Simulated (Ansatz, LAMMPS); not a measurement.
# Static equation of state of amorphous 50SiO2-50GeO2 (mol %) (96 atoms)

Density of this cell: 3.13 g/cm³. The cell holds 96 atoms: 16 Si, 16 Ge and 64 O. Cell: a = 10.980 Å, b = 11.078 Å, c = 11.502 Å, α = 91.5°, β = 91.0°, γ = 91.6°. The starting structure: 96 atoms (16 Si, 16 Ge, 64 O) placed at random at 2.94 g/cm³, melted at 5000 K for 10 ps at fixed volume with the Morse and Coulomb pair potential with partial charges (Pedone, Malavasi, Menziani, Cormack and Segre, J. Phys. Chem. B 110, 11780 (2006)). Quenched from 5000 K to 300 K at 50 K/ps and fixed volume, held 5 ps, then minimised at fixed cell.

Calculated with Ansatz 0.2.0: Kohn-Sham DFT, PBE, PAW (set soft_2), plane waves; cutoff 420 eV, Γ point, fixed occupations. Cell and atoms were relaxed first, to V0 = 14.561 Å³ an atom at a residual P0 = -0.022 GPa. The cell was then scaled evenly, and the atoms were relaxed at each volume.

| volume (Å³/atom) | pressure (GPa) |
| --- | --- |
| 13.105 | 5.239 |
| 13.688 | ? |
| 14.124 | 1.405 |
| 14.998 | -1.394 |
| 15.435 | -2.678 |

Task: Fit the third-order Birch–Murnaghan equation to the rows given and interpolate to the withheld row.

Worked fit:

Take the Eulerian strain f = ½[(V0/V)^(2/3) − 1] and the normalised pressure F = (P − P0) / [3f(1 + 2f)^(5/2)]. The third-order Birch–Murnaghan equation is then the line F = B0 + (3/2)B0(B′ − 4) f, so u = f and v = F.

| u = f | v = F (GPa) |
| --- | --- |
| 0.0363829 | 40.4377 |
| 0.0102569 | 44.0725 |
| -0.00975665 | 49.2334 |
| -0.0190506 | 51.2163 |

With n = 4: mean u = 0.00445815, mean v = 46.2400, Σ(u − ū)² = 0.0018075, Σ(u − ū)(v − v̄) = -0.35734. Slope b = -0.35734 / 0.0018075 = -197.70; intercept a = v̄ − b ū = 47.121.

So B0 = a = 47.1 GPa and B′ = 4 + 2b/(3a) = 1.20. At the withheld volume f = 0.02106, F = a + b f = 42.96 GPa, and P = P0 + 3f(1 + 2f)^(5/2) F.

Prediction at 13.688: 2.986 GPa. The run gave 2.962 GPa, so the fit is high by 0.024 GPa (0.81 % of the value).

Among the rows given, the largest miss of the fit is at 13.105, by 0.066 GPa (0.84 % of the range of the table).

Limits: Static cells at zero temperature; the cell shape is held. The program notes that the SCF threshold of these relaxations is loose for the stress. The quench rate of 50 K/ps is many orders above laboratory rates, so the cell is likely richer in defects and strain than a real sample. The network of bonds at the start is that of the classical potential that made the cell, and needn't be the one that DFT or experiment would give. Only the Γ point is sampled, in a cell whose shortest periodic width is 11 Å.

[Hosts, paths, dates, database ids (printed as entryN), source tags and the programs' standing remarks are cut or masked in the printed files.]
